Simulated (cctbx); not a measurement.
**Accept or mend?**

Cell a = 5.0160 Å, b = 6.4440 Å, c = 8.8232 Å, α = 87.37°, β = 74.47°, γ = 83.06°; space group P-1 (no. 2).

Simulated single-crystal data (cctbx): synchrotron X-rays, λ = 0.6889 Å, to d = 0.7 Å, 50 % of the full sphere, strongest reflection 20000 counts, noise from counting, a 6 % proportional error and a noise floor of 8 counts (s.d.); no absorption.

An anisotropic refinement with weights 1/σ² prints:

```text
Rint 0.039, 1263 unique reflections to 0.70 A
cycle     R1     wR2    GooF  max shift (A)
   1  0.2483  0.5241   5.775   0.01747
   2  0.2401  0.4870   5.366   0.00027
final R1 0.2400 wR2 0.4870 GooF 5.366  parameters 78  data/parameter 16.2
atom        x        y        z      Ueq    occ   su(xyz)  su(Uiso or U11)
Fe1    0.87238  0.83038  0.57795   0.0014  1.000  0.00090  0.0020  NPD
Fe2    0.77699  0.66178  0.12095   0.0002  1.000  0.00090  0.0019  NPD
V1     0.51401  0.97221  0.83360   0.0014  1.000  0.00099  0.0020  NPD
Sc1    0.81678  0.51828  0.40799   0.0027  1.000  0.00118  0.0022  NPD
Sc2    0.00000  0.00000  0.00000   0.0020  1.000  0.00000  0.0031  NPD
Al1    0.99205  0.69770  0.82204   0.0012  1.000  0.00187  0.0038  NPD
Al2    0.39590  0.81588  0.47222   0.0033  1.000  0.00209  0.0041  NPD
Al3    0.96363  0.88102  0.29059   0.0004  1.000  0.00173  0.0034  NPD
Al4    0.59326  0.54331  0.70601   0.0001  1.000  0.00181  0.0035  NPD
difference map: max 47.60 min -5.47 rms 2.19
Q1    0.3084  0.6542  0.0317    2   48.78  2.56 A from Fe2
Q2    0.1152  0.1725  0.4276    2   20.95  0.07 A from Fe1
Q3    0.2182  0.3370  0.8757    2   17.99  0.04 A from Fe2
Q4    0.0000  0.0000  0.0000    1   13.88  0.00 A from Sc2
Q5    0.4701  0.0299  0.1690    2   13.57  0.08 A from V1
Q6    0.1883  0.4825  0.5905    2   13.33  0.03 A from Sc1
```

**Question.** Can this result stand? If not, what is the likely fault?

Mend it. The fault: an atom left out, Al at (0.6914, 0.3475, 0.9698). Against the right model at the same level, R1 goes from 0.0348 to 0.2400 and GooF from 0.99 to 5.37, U of Fe2 shrinks from 0.0072 to 0.0002 Å², U of V1 shrinks from 0.0084 to 0.0014 Å², U of Fe1 shrinks from 0.0077 to 0.0014 Å², U of Sc1 shrinks from 0.0099 to 0.0027 Å², the top difference peak, 48.8 e/Å³, lies 2.56 Å from Fe2 and Fe1, Fe2, V1, Sc1, Sc2, Al1, Al2, Al3 and Al4 go non-positive-definite. Q1 is the missing atom. With scattering power missing, scale and phases suffer, so peaks may also grow on the heavy atoms.

The compound is Sc3Al10V2Fe4. The right model at the same level gives:

```text
Rint 0.039, 1263 unique reflections to 0.70 A
cycle     R1     wR2    GooF  max shift (A)
   1  0.0420  0.1081   1.196   0.00253
   2  0.0348  0.0894   0.988   0.00000
final R1 0.0348 wR2 0.0894 GooF 0.988  parameters 87  data/parameter 14.5
atom        x        y        z      Ueq    occ   su(xyz)  su(Uiso or U11)
Fe1    0.87348  0.82988  0.57762   0.0077  1.000  0.00014  0.0003
Fe2    0.77653  0.66267  0.12166   0.0072  1.000  0.00014  0.0003
V1     0.51628  0.97275  0.83362   0.0084  1.000  0.00016  0.0003
Sc1    0.81552  0.51929  0.40760   0.0099  1.000  0.00020  0.0004
Sc2    0.00000  0.00000  0.00000   0.0090  1.000  0.00000  0.0005
Al1    0.99143  0.69855  0.82191   0.0083  1.000  0.00029  0.0006
Al2    0.69170  0.34744  0.96954   0.0083  1.000  0.00030  0.0006
Al3    0.39773  0.81772  0.47121   0.0075  1.000  0.00030  0.0006
Al4    0.96362  0.88327  0.28964   0.0085  1.000  0.00030  0.0006
Al5    0.59496  0.54119  0.70494   0.0086  1.000  0.00031  0.0006
difference map: max 1.10 min -1.02 rms 0.26
Q1    0.0837  0.8004  0.1591    2    1.17  1.26 A from Al4
Q2    0.1452  0.0522  0.5802    2    1.11  1.20 A from Al4
Q3    0.2156  0.7140  0.1279    2    1.06  0.94 A from Al2
Q4    0.0282  0.7279  0.0493    2    1.04  1.36 A from Fe2
Q5    0.0028  0.1469  0.0311    2    1.00  1.00 A from Sc2
Q6    0.3015  0.1394  0.6919    2    0.95  1.32 A from Al4
```

The model is made up (kin elements in a known structure type, no relaxation), so it says nothing on whether the phase exists.

[Middle refinement cycles are left out of these outputs.]

[Logs are printed without paths, hosts, clocks, repeated set-up lines and the standing remarks that a program may print on its own settings, such as how far it seeks lower states.]
